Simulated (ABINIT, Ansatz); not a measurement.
Planning a run of ABINIT 10.8.3 on CsCaF3 (Pm-3m). The input:

```
acell 3*1.0 Angstrom
rprim 
  4.520531030000 0.000000000000 0.000000000000
  0.000000000000 4.520531030000 0.000000000000
  0.000000000000 0.000000000000 4.520531030000
ntypat 3
znucl 55 20 9
natom 5
typat 1 2 3 3 3
xred 
  0.000000000000 0.000000000000 0.000000000000
  0.500000000000 0.500000000000 0.500000000000
  0.000000000000 0.500000000000 0.500000000000
  0.500000000000 0.000000000000 0.500000000000
  0.500000000000 0.500000000000 0.000000000000
pp_dirpath "pseudos"
pseudos "Cs.upf, Ca.upf, F.upf"
ecut 36
ngkpt 2 2 2
nshiftk 1
shiftk 0 0 0
kptopt 1
chksymbreak 0
iscf -2
irdden 1
istwfk *1
nband 71
nbdbuf 6
tolwfr 1e-09
nstep 60
prtvol 0
indata_prefix "in"
outdata_prefix "out"
tmpdata_prefix "tmp"
```

```sh
OMP_NUM_THREADS=1 mpirun -n 4 abinit run.abi > log
```

How long will it take on 4 MPI ranks of Arm Neoverse V2, shared host, and how much memory?

It took 15 s; on shared hardware allow 7.7 s to 31 s. Peak host memory was 0.32 GiB.

[Paths, hosts, dates, memory and timing lines, banners, echoed tables and standing remarks are left out of the program output.]

[Logs are printed without paths, hosts, clocks, repeated set-up lines and the standing remarks that a program may print on its own settings, such as how far it seeks lower states.]

[Runs of the session that timed out or met a known fault of the program may be left out.]

[Hosts, paths, dates, database ids (printed as entryN), source tags and the programs' standing remarks are cut or masked in the printed files.]

[G0W0 gaps are taken among the corrected bands and points alone; a level outside them can change the order at an edge.]

[Where Ansatz stands beside ABINIT at settings called matched, ABINIT's density can come from a denser mesh and the files from another edition; pairs whose starting gaps differed by over 0.03 eV were left out, so agreement reads better than it is.]
